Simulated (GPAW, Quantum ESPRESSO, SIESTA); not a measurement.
# Deformation of the band gap of tetragonal HfO2 under volume change, QE, PBE

Calculated with Quantum ESPRESSO 7.5: PBE; plane waves, GBRV 1.5 ultrasoft, 50/300 Ry; k-mesh 6×6×4. The volume is changed from typed lattice constants. Shape and atoms were relaxed at QE, PBE at each point. The gap is that between the highest filled and lowest empty Kohn-Sham level on the mesh.

| volume change (%) | gap on the mesh (eV) |
| --- | --- |
| -8 | 4.58 |
| -6 | 4.62 |
| -4 | 4.664 |
| -2 | ? |
| 0 | 4.7 |
| +2 | 4.702 |
| +4 | 4.707 |
| +6 | 4.712 |
| +8 | 4.72 |

The structure was built from a prototype and need not be the compound's stable phase.

**Question.** Fit a second-order form in the logarithmic strain to the rows given and interpolate to the withheld row.

**Working.**

With u = ln[(1 + ε)/(1 + ε0)], counted from the row at ε0 = +0 % where y0 = 4.7, a second-order form y = y0 + a u + b u² makes v = (y − y0)/u a line in u.

```
         u         v
-0.0833816   1.43917
-0.0618754   1.29292
-0.0408220  0.881878
 0.0198026  0.100997
 0.0392207  0.178477
 0.0582689  0.205942
 0.0769610  0.259872
```

With n = 7: mean u = 0.00116775, mean v = 0.622750, Σ(u − ū)² = 0.023687, Σ(u − ū)(v − v̄) = -0.20009. Slope b = -0.20009 / 0.023687 = -8.4474; intercept a = v̄ − b ū = 0.63261.

At the withheld row u = -0.02020, v = a + b u = 0.8033, and y = y0 + u v.

Prediction at -2: 4.684 eV. The run gave 4.697 eV, so the fit is low by 0.013 eV (0.28 % of the value).

The first-order term, +0.63 eV per unit of ln V, is the slope of the fitted parabola at ε0; it is a deformation potential only where one valley holds the gap over the whole range, and a kink or a flat stretch in the table makes it differ from the local slope. The second-order term makes up 21 % of v at the withheld row. Among the rows given, the largest miss of the fit is at +8, by 0.021 eV (15 % of the range of the table).

Limits: The nuclei are static. The DFT runs use Fermi–Dirac occupations of width 0.01 eV, and energies are free energies. Tetragonal HfO2 is a high-temperature form. The mesh holds the band edges only if they lie on it, and semilocal functionals put gaps under measured ones. The rows don't follow a smooth parabola (r.m.s. departure 5.9 % of their range), so v is no line in u and the first-order term is poorly fixed; a kink, the k-mesh or scatter of the relaxations can each do this.

[Logs are printed without paths, hosts, clocks, repeated set-up lines and the standing remarks that a program may print on its own settings, such as how far it seeks lower states.]

[Hosts, paths, dates, database ids (printed as entryN), source tags and the programs' standing remarks are cut or masked in the printed files.]
